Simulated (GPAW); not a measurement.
# Work function of OH/Ti(0001) at several levels

How far do functional and basis move the work function of OH/Ti(0001)?

Program: GPAW 26.7.0. Level of theory: GPAW, PAW setups; slab in vacuum, relaxation, in the first sound run; inputs show where later runs differ. Results are calculated unless marked as measured.

## Step 1: The structure

The cell holds 6 atoms: 4 Ti, 1 O and 1 H. Cell: a = 2.950 Å, b = 2.950 Å, c = 27.492 Å, α = 90.0°, β = 90.0°, γ = 60.0°. Vacuum lies along c.

Coordinates:

```cif
data_structure
_symmetry_space_group_name_H-M 'P 1'
_symmetry_Int_Tables_number 1
_cell_length_a 2.9500
_cell_length_b 2.9500
_cell_length_c 27.4924
_cell_angle_alpha 90.000
_cell_angle_beta 90.000
_cell_angle_gamma 60.000
_cell_volume 207.20
loop_
_atom_site_label
_atom_site_type_symbol
_atom_site_fract_x
_atom_site_fract_y
_atom_site_fract_z
_atom_site_occupancy
Ti1 Ti 0.66667 0.66667 0.32736 1
Ti2 Ti 0.00000 0.00000 0.41256 1
Ti3 Ti 0.66667 0.66667 0.49776 1
Ti4 Ti 0.00000 0.00000 0.58296 1
O5 O 0.66667 0.66667 0.63699 1
H6 H 0.66667 0.66667 0.67264 1
```

## Step 2: Relaxing the atoms

The atoms are relaxed first, since the surface dipole, and with it the work function, follows the positions of the outer layers. The lowest 2 atoms are held at bulk positions and keep their forces.

Contents of run.py:

```python
import json
import numpy as np
from ase import Atoms
from ase.constraints import FixAtoms
from ase.optimize import BFGS
from gpaw import GPAW, PW

slab = Atoms(
    ['Ti', 'Ti', 'Ti', 'Ti', 'O', 'H'],
    positions=[
        [2.95000, 1.70318, 9.00000],
        [0.00000, 0.00000, 11.34230],
        [2.95000, 1.70318, 13.68460],
        [0.00000, 0.00000, 16.02690],
        [2.95000, 1.70318, 17.51242],
        [2.95000, 1.70318, 18.49242]],
    cell=[[2.95, 0.0, 0.0], [1.475, 2.55477, 0.0], [0.0, 0.0, 27.49242]],
    pbc=[True, True, False])

slab.calc = GPAW(mode=PW(500), xc='PBE', kpts={'size': (12, 12, 1), 'gamma': True},
                 occupations={'name': 'fermi-dirac', 'width': 0.1}, nbands='160%',
                 convergence={'density': 1e-05}, maxiter=200,
                 poissonsolver={'dipolelayer': 'xy'},
                 symmetry={'tolerance': 1e-3, 'extra_ids': [1, 1, 0, 0, 0, 0]}, txt='slab.txt')
result = {}
slab.set_constraint(FixAtoms([0, 1]))
path = []
opt = BFGS(slab, maxstep=0.2)
opt.attach(lambda: path.append((slab.get_potential_energy(), slab.positions.tolist(), slab.get_forces().tolist())))
result['relaxed'] = bool(opt.run(fmax=0.03, steps=40))
result['path'] = path
energy = slab.get_potential_energy()
fermi = slab.calc.get_fermi_level()
v = slab.calc.get_electrostatic_potential().mean((0, 1)) - fermi
n = slab.calc.get_pseudo_density().mean((0, 1))
L = slab.cell[2, 2]
z = np.arange(len(v)) * L / len(v)
low, high = slab.positions[:, 2].min(), slab.positions[:, 2].max()
below, above = np.interp([low - 6.8, high + 6.8], z, v)
slopes = [np.interp(x, z, np.gradient(v, z)) for x in (low - 6.8, high + 6.8)]
eps = np.array([[slab.calc.get_eigenvalues(k, s) for k in range(len(slab.calc.get_ibz_k_points()))]
                for s in range(slab.calc.get_number_of_spins())]) - fermi
top, bottom = eps[eps < 0].max(), eps[eps > 0].min()
dipole = slab.get_dipole_moment()[2]
print(f'energy {energy:.4f} eV, Fermi level {fermi:.4f} eV, dipole {dipole:.5f} e A')
print(f'potential 6.8 A off the faces, from the Fermi level: lower {below:.4f} eV, upper {above:.4f} eV')
print(f'slope of the potential there: lower {slopes[0]:.5f}, upper {slopes[1]:.5f} eV/A')
print(f'nearest levels on the mesh: {top:.4f} and {bottom:.4f} eV')
print('magnetic moment', round(slab.get_magnetic_moment(), 3))
result.update(energy=energy, fermi=fermi, dipole=dipole, below=below, above=above, slopes=slopes, edges=[top, bottom],
              z=z.tolist(), v=v.tolist(), n=n.tolist(), positions=slab.positions.tolist(),
              forces=slab.get_forces(apply_constraint=False).tolist(), moments=slab.get_magnetic_moments().tolist())
json.dump(result, open('result.json', 'w'))
```

Launch:

```
> OMP_NUM_THREADS=1 OPENBLAS_NUM_THREADS=1 python run.py
```

The log of the run:

```text
Step          Energy          fmax
BFGS:    0      -37.345390        1.912555
BFGS:    1      -37.427320        1.429957
BFGS:    2      -37.545283        0.799421
BFGS:    3      -37.554950        0.448471
BFGS:    4      -37.564430        0.437954
BFGS:    5      -37.573596        0.615281
BFGS:    6      -37.585274        0.467992
BFGS:    7      -37.587418        0.190059
BFGS:    8      -37.588013        0.080213
BFGS:    9      -37.588303        0.129917
BFGS:   10      -37.589900        0.297670
BFGS:   11      -37.592097        0.403563
BFGS:   12      -37.594848        0.372432
BFGS:   13      -37.596462        0.178462
BFGS:   14      -37.596823        0.023122
energy -37.4834 eV, Fermi level 1.3807 eV, dipole 0.10087 e A
potential 6.8 A off the faces, from the Fermi level: lower 4.4048 eV, upper 1.9841 eV
slope of the potential there: lower 0.00029, upper 0.00096 eV/A
nearest levels on the mesh: -0.0069 and 0.0382 eV
magnetic moment 0.0
```

Wall time 21 min (1 thread of Intel Xeon Platinum 8488C (Sapphire Rapids), shared host); peak memory 0.29 GiB.

This run has no spin polarisation, although Ti can carry a moment.

The steps of the relaxation:

```tsv
step	energy less that of the first step (eV)	largest force (eV/Å)
1	0.0000	1.9126
2	-0.0799	1.4300
3	-0.1932	0.7994
4	-0.2028	0.4485
5	-0.2132	0.4380
6	-0.2238	0.6153
7	-0.2391	0.4680
8	-0.2416	0.1901
9	-0.2422	0.0802
10	-0.2425	0.1299
11	-0.2442	0.2977
12	-0.2466	0.4036
13	-0.2495	0.3724
14	-0.2512	0.1785
15	-0.2516	0.0231
```

The atoms that moved most (Å):

```tsv
atom	dx	dy	dz	length
O5	0.000	0.000	-0.199	0.199
H6	0.000	0.000	-0.197	0.197
Ti3	0.000	0.000	0.055	0.055
```

Final coordinates:

```
Ti O H
1.0
     2.95000    0.00000    0.00000
     1.47500    2.55477    0.00000
     0.00000    0.00000   27.49242
Ti O H
4 1 1
Cartesian
  2.9500 1.7032 9.0000
  0.0000 0.0000 11.3423
  2.9500 1.7032 13.7396
  0.0000 0.0000 16.0312
  2.9500 1.7032 17.3137
  2.9500 1.7032 18.2957
```

Numbers from this step:

```
dipole along the normal                    : 0.1009 e·Å
levels nearest the Fermi level on the mesh : -0.006911, 0.03824 eV from the Fermi level
upper work function                        : 1.984 eV
lower work function                        : 4.405 eV
```

The electrostatic potential energy of an electron (without an applied field's), less the Fermi level, planar mean oscillates, so the rows of the table below give means over windows of 1 Å about each position, cut where the curve ends. Its maxima inside the range that stand out by 2 % of the span (Å: eV): 3.1: 4.40, 10.2: -0.210, 12.5: -0.101, 14.9: -0.363, 16.9: -6.06, 17.9: -0.458. Its minima: 9.0: -19.6, 11.4: -19.5, 13.7: -19.5, 16.0: -20.1, 17.3: -11.6, 18.3: -1.64.

Electrostatic potential energy of an electron (without an applied field's), less the Fermi level, planar mean against z; means over each step:

z (Å), electrostatic potential energy of an electron (without an applied field's), less the Fermi level, planar mean (eV) and a bar from the least value:
```
        0        3.9 #############################
        1        4.4 ##############################
        2        4.4 ##############################
        3        4.4 ##############################
        4        4.4 ##############################
        5        4.4 ##############################
        6        4.3 ##############################
        7        3.6 #############################
        8       -1.6 #####################
        9      -15.4 #
       10       -2.3 ####################
       11      -12.3 #####
       12       -6.8 #############
       13       -5.4 ###############
       14      -13.4 ###
       15       -2.3 ####################
       16      -15.8 
       17       -8.6 ###########
       18       -2.0 ####################
       19        0.6 ########################
       20        1.6 ##########################
       21        1.9 ##########################
       22        2.0 ##########################
       23        2.0 ##########################
       24        2.0 ##########################
       25        2.0 ##########################
       26        2.0 ##########################
       27        2.1 ###########################
```

The pseudo valence density, planar mean oscillates, so the rows of the table below give means over windows of 2.29 Å about each position, cut where the curve ends. Its maxima inside the range that stand out by 2 % of the span (Å: e/Å³): 9.0: 1.62, 11.3: 1.58, 13.7: 1.62, 16.0: 1.62, 17.4: 0.966. Its minima: 10.1: 0.192, 12.6: 0.180, 14.9: 0.205, 16.8: 0.549.

The pseudo valence density, planar mean by z; means over each step:

```tsv
z (Å)	pseudo valence density, planar mean (e/Å³)
3.44	1.5e-5
5.72	0.00260
8.02	0.450
10.30	0.664
12.59	0.622
14.88	0.698
17.18	0.725
19.46	0.0252
21.75	4.5e-4
24.04	2.7e-5
```

The relaxation lowered the energy of the cell by 0.252 eV (energies extrapolated to zero smearing; the optimiser's log prints free energies). The largest force left on a free atom is 0.023 eV/Å.

## Step 3: Plane waves, PBE

The work function is the vacuum plateau of the electrostatic potential less the Fermi level; a dipole layer lets the two faces have plateaus of their own.

This step: GPAW, PAW setups; slab in vacuum (GPAW 26.7.0).

Edit run.py of step 2 so:

```diff
@@ -3,4 +3,2 @@
 from ase import Atoms
-from ase.constraints import FixAtoms
-from ase.optimize import BFGS
 from gpaw import GPAW, PW
@@ -12,6 +10,6 @@
         [0.00000, 0.00000, 11.34230],
-        [2.95000, 1.70318, 13.68460],
-        [0.00000, 0.00000, 16.02690],
-        [2.95000, 1.70318, 17.51242],
-        [2.95000, 1.70318, 18.49242]],
+        [2.95000, 1.70318, 13.73963],
+        [-0.00000, -0.00000, 16.03117],
+        [2.95000, 1.70318, 17.31372],
+        [2.95000, 1.70318, 18.29574]],
     cell=[[2.95, 0.0, 0.0], [1.475, 2.55477, 0.0], [0.0, 0.0, 27.49242]],
@@ -23,10 +21,4 @@
                  poissonsolver={'dipolelayer': 'xy'},
-                 symmetry={'tolerance': 1e-3, 'extra_ids': [1, 1, 0, 0, 0, 0]}, txt='slab.txt')
+                 symmetry={'tolerance': 1e-3}, txt='slab.txt')
 result = {}
-slab.set_constraint(FixAtoms([0, 1]))
-path = []
-opt = BFGS(slab, maxstep=0.2)
-opt.attach(lambda: path.append((slab.get_potential_energy(), slab.positions.tolist(), slab.get_forces().tolist())))
-result['relaxed'] = bool(opt.run(fmax=0.03, steps=40))
-result['path'] = path
 energy = slab.get_potential_energy()
```

The log of the run:

```text
energy -37.4834 eV, Fermi level 1.3808 eV, dipole 0.10091 e A
potential 6.8 A off the faces, from the Fermi level: lower 4.4049 eV, upper 1.9837 eV
slope of the potential there: lower 0.00029, upper 0.00097 eV/A
nearest levels on the mesh: -0.0069 and 0.0383 eV
magnetic moment 0.0
```

Wall time 2.3 min (1 thread); peak memory 0.29 GiB.

This step gave:

- levels nearest the Fermi level on the mesh: -0.006913, 0.03829 eV from the Fermi level

The electrostatic potential energy of an electron (without an applied field's), less the Fermi level, planar mean oscillates, so the rows of the table below give means over windows of 1 Å about each position, cut where the curve ends. Its maxima inside the range that stand out by 2 % of the span (Å: eV): 3.1: 4.41, 10.2: -0.210, 12.5: -0.101, 14.9: -0.363, 16.9: -6.06, 17.9: -0.458. Its minima: 9.0: -19.6, 11.4: -19.5, 13.7: -19.5, 16.0: -20.1, 17.3: -11.6, 18.3: -1.64.

The electrostatic potential energy of an electron (without an applied field's), less the Fermi level, planar mean by z; means over each step:

```tsv
z (Å)	electrostatic potential energy of an electron (without an applied field's), less the Fermi level, planar mean (eV)
0	3.95
1	4.40
2	4.40
3	4.40
4	4.40
5	4.40
6	4.32
7	3.62
8	-1.62
9	-15.4
10	-2.32
11	-12.3
12	-6.76
13	-5.38
14	-13.4
15	-2.32
16	-15.8
17	-8.63
18	-2.03
19	0.599
20	1.62
21	1.88
22	1.95
23	1.97
24	1.98
25	1.98
26	1.98
27	2.13
```

The pseudo valence density, planar mean oscillates, so the rows of the table below give means over windows of 2.29 Å about each position, cut where the curve ends. Its maxima inside the range that stand out by 2 % of the span (Å: e/Å³): 9.0: 1.62, 11.3: 1.58, 13.7: 1.62, 16.0: 1.62, 17.4: 0.966. Its minima: 10.1: 0.192, 12.6: 0.180, 14.9: 0.205, 16.8: 0.549.

Table of pseudo valence density, planar mean by z; means over each step:

```tsv
z (Å)	pseudo valence density, planar mean (e/Å³)
3.44	1.5e-5
5.72	0.00260
8.02	0.450
10.30	0.664
12.59	0.622
14.88	0.698
17.18	0.725
19.46	0.0252
21.75	4.5e-4
24.04	2.7e-5
```

Force by atom:

```tsv
atom	x (eV/Å)	y (eV/Å)	z (eV/Å)	size
Ti1	0.000	0.000	0.545	0.545
Ti2	0.000	0.000	-0.512	0.512
Ti3	0.000	0.000	0.001	0.001
Ti4	0.000	0.000	0.007	0.007
O5	0.000	0.000	0.021	0.021
H6	0.000	0.000	-0.023	0.023
```

The potential is flat to 9.7e-4 eV/Å where it is read, so the vacuum is wide enough.

## Step 4: Self-consistent run: xc = "revPBE"

The same geometry under revPBE, to see how far the functional moves the levels against the vacuum.

Edit run.py of step 3 so:

```diff
@@ -17,3 +17,3 @@
 
-slab.calc = GPAW(mode=PW(500), xc='PBE', kpts={'size': (12, 12, 1), 'gamma': True},
+slab.calc = GPAW(mode=PW(500), xc='revPBE', kpts={'size': (12, 12, 1), 'gamma': True},
                  occupations={'name': 'fermi-dirac', 'width': 0.1}, nbands='160%',
```

The log of the run:

```text
energy -35.8052 eV, Fermi level 1.4980 eV, dipole 0.10324 e A
potential 6.8 A off the faces, from the Fermi level: lower 4.3046 eV, upper 1.8273 eV
slope of the potential there: lower 0.00028, upper 0.00131 eV/A
nearest levels on the mesh: -0.0052 and 0.0341 eV
magnetic moment 0.0
```

The job ended after 2.2 min (1 thread; peak memory 0.29 GiB).

This step gave:

* dipole along the normal: 0.1032 e·Å
* levels nearest the Fermi level on the mesh: -0.005155, 0.03409 eV from the Fermi level
* upper work function: 1.827 eV
* lower work function: 4.305 eV

The electrostatic potential energy of an electron (without an applied field's), less the Fermi level, planar mean oscillates, so the rows of the table below give means over windows of 1 Å about each position, cut where the curve ends. Its maxima inside the range that stand out by 2 % of the span (Å: eV): 2.7: 4.30, 10.2: -0.288, 12.5: -0.181, 14.9: -0.440, 16.9: -6.18, 17.9: -0.591. Its minima: 9.0: -19.7, 11.4: -19.6, 13.7: -19.6, 16.0: -20.2, 17.3: -11.7, 18.3: -1.78.

Table of electrostatic potential energy of an electron (without an applied field's), less the Fermi level, planar mean by z; means over each step:

```tsv
z (Å)	electrostatic potential energy of an electron (without an applied field's), less the Fermi level, planar mean (eV)
0	3.84
1	4.30
2	4.30
3	4.30
4	4.30
5	4.30
6	4.22
7	3.53
8	-1.70
9	-15.5
10	-2.40
11	-12.4
12	-6.84
13	-5.46
14	-13.5
15	-2.40
16	-15.9
17	-8.76
18	-2.17
19	0.431
20	1.44
21	1.70
22	1.79
23	1.82
24	1.82
25	1.83
26	1.83
27	1.98
```

The pseudo valence density, planar mean oscillates, so the rows of the table below give means over windows of 2.29 Å about each position, cut where the curve ends. Its maxima inside the range that stand out by 2 % of the span (Å: e/Å³): 9.0: 1.62, 11.3: 1.58, 13.7: 1.62, 16.0: 1.62, 17.4: 0.967. Its minima: 10.1: 0.192, 12.6: 0.181, 14.9: 0.205, 16.8: 0.548.

The pseudo valence density, planar mean by z; means over each step:

```tsv
z (Å)	pseudo valence density, planar mean (e/Å³)
3.44	1.6e-5
5.72	0.00256
8.02	0.450
10.30	0.664
12.59	0.622
14.88	0.698
17.18	0.725
19.46	0.0251
21.75	4.6e-4
24.04	3.4e-5
```

Force by atom:

```tsv
atom	x (eV/Å)	y (eV/Å)	z (eV/Å)	size
Ti1	0.000	0.000	0.432	0.432
Ti2	0.000	0.000	-0.506	0.506
Ti3	0.000	0.000	0.002	0.002
Ti4	0.000	0.000	-0.106	0.106
O5	0.000	0.000	0.275	0.275
H6	0.000	0.000	-0.046	0.046
```

The upper face's work function is 1.827 eV, against 1.984 eV in the first plane-wave PBE run at this geometry.

## Step 5: Self-consistent run: xc = "RPBE"

The same geometry under RPBE, to see how far the functional moves the levels against the vacuum.

Edit run.py of step 4 so:

```diff
@@ -17,3 +17,3 @@
 
-slab.calc = GPAW(mode=PW(500), xc='revPBE', kpts={'size': (12, 12, 1), 'gamma': True},
+slab.calc = GPAW(mode=PW(500), xc='RPBE', kpts={'size': (12, 12, 1), 'gamma': True},
                  occupations={'name': 'fermi-dirac', 'width': 0.1}, nbands='160%',
```

The log of the run:

```text
energy -35.4947 eV, Fermi level 1.5055 eV, dipole 0.10179 e A
potential 6.8 A off the faces, from the Fermi level: lower 4.2945 eV, upper 1.8519 eV
slope of the potential there: lower 0.00027, upper 0.00128 eV/A
nearest levels on the mesh: -0.0043 and 0.0332 eV
magnetic moment 0.0
```

The job ended after 2.1 min (1 thread; peak memory 0.29 GiB).

This step gave:

* dipole along the normal: 0.1018 e·Å
* levels nearest the Fermi level on the mesh: -0.004319, 0.03320 eV from the Fermi level
* upper work function: 1.852 eV
* lower work function: 4.295 eV

The upper face's work function is 1.852 eV, against 1.984 eV in the first plane-wave PBE run at this geometry.

## Step 6: Self-consistent run: xc = "LDA"

The same geometry under LDA, to see how far the functional moves the levels against the vacuum.

Edit run.py of step 5 so:

```diff
@@ -17,3 +17,3 @@
 
-slab.calc = GPAW(mode=PW(500), xc='RPBE', kpts={'size': (12, 12, 1), 'gamma': True},
+slab.calc = GPAW(mode=PW(500), xc='LDA', kpts={'size': (12, 12, 1), 'gamma': True},
                  occupations={'name': 'fermi-dirac', 'width': 0.1}, nbands='160%',
```

The log of the run:

```text
energy -41.3616 eV, Fermi level 1.1211 eV, dipole 0.09830 e A
potential 6.8 A off the faces, from the Fermi level: lower 4.5859 eV, upper 2.2276 eV
slope of the potential there: lower 0.00030, upper 0.00072 eV/A
nearest levels on the mesh: -0.0152 and 0.0361 eV
magnetic moment 0.0
```

The job ended after 2 min (1 thread; peak memory 0.29 GiB).

This step gave:

```
dipole along the normal                    : 0.09830 e·Å
levels nearest the Fermi level on the mesh : -0.01524, 0.03609 eV from the Fermi level
upper work function                        : 2.228 eV
lower work function                        : 4.586 eV
```

The electrostatic potential energy of an electron (without an applied field's), less the Fermi level, planar mean oscillates, so the rows of the table below give means over windows of 1 Å about each position, cut where the curve ends. Its maxima inside the range that stand out by 2 % of the span (Å: eV): 3.1: 4.59, 10.2: 0.0847, 12.5: 0.198, 14.9: -0.0650, 16.9: -5.66, 17.9: -0.158. Its minima: 9.0: -19.3, 11.4: -19.2, 13.7: -19.2, 16.0: -19.7, 17.3: -11.3, 18.3: -1.38.

Table of electrostatic potential energy of an electron (without an applied field's), less the Fermi level, planar mean by z; means over each step:

z (Å), electrostatic potential energy of an electron (without an applied field's), less the Fermi level, planar mean (eV) and a bar from the least value:
```
        0        4.1 #############################
        1        4.6 ##############################
        2        4.6 ##############################
        3        4.6 ##############################
        4        4.6 ##############################
        5        4.6 ##############################
        6        4.5 ##############################
        7        3.8 #############################
        8       -1.4 #####################
        9      -15.2 
       10       -2.0 ####################
       11      -12.0 #####
       12       -6.4 #############
       13       -5.1 ################
       14      -13.1 ###
       15       -2.0 ####################
       16      -15.4 
       17       -8.3 ###########
       18       -1.7 #####################
       19        0.9 ########################
       20        1.9 ##########################
       21        2.1 ##########################
       22        2.2 ##########################
       23        2.2 ##########################
       24        2.2 ##########################
       25        2.2 ##########################
       26        2.2 ##########################
       27        2.4 ###########################
```

The upper face's work function is 2.228 eV, against 1.984 eV in the first plane-wave PBE run at this geometry.

## Step 7: Self-consistent run: xc = "vdW-DF2"

The same geometry under vdW-DF2, to see how far the functional moves the levels against the vacuum (the van der Waals functionals take revPBE setups).

Edit run.py of step 6 so:

```diff
@@ -17,3 +17,3 @@
 
-slab.calc = GPAW(mode=PW(500), xc='LDA', kpts={'size': (12, 12, 1), 'gamma': True},
+slab.calc = GPAW(mode=PW(500), xc='vdW-DF2', kpts={'size': (12, 12, 1), 'gamma': True},
                  occupations={'name': 'fermi-dirac', 'width': 0.1}, nbands='160%',
```

The log of the run:

```text
energy -209.9725 eV, Fermi level 1.0262 eV, dipole 0.07444 e A
potential 6.8 A off the faces, from the Fermi level: lower 4.6143 eV, upper 2.8286 eV
slope of the potential there: lower 0.00024, upper 0.00165 eV/A
nearest levels on the mesh: -0.0188 and 0.0298 eV
magnetic moment 0.0
```

The job ended after 3.2 min (1 thread; peak memory 0.49 GiB).

This step gave:

- dipole along the normal: 0.07444 e·Å
- levels nearest the Fermi level on the mesh: -0.01884, 0.02977 eV from the Fermi level
- upper work function: 2.829 eV
- lower work function: 4.614 eV

The upper face's work function is 2.829 eV, against 1.984 eV in the first plane-wave PBE run at this geometry.

(Part 1 of 2 ends here.)

[Logs are printed without paths, hosts, clocks, repeated set-up lines and the standing remarks that a program may print on its own settings, such as how far it seeks lower states.]

[Hosts, paths, dates, database ids (printed as entryN), source tags and the programs' standing remarks are cut or masked in the printed files.]
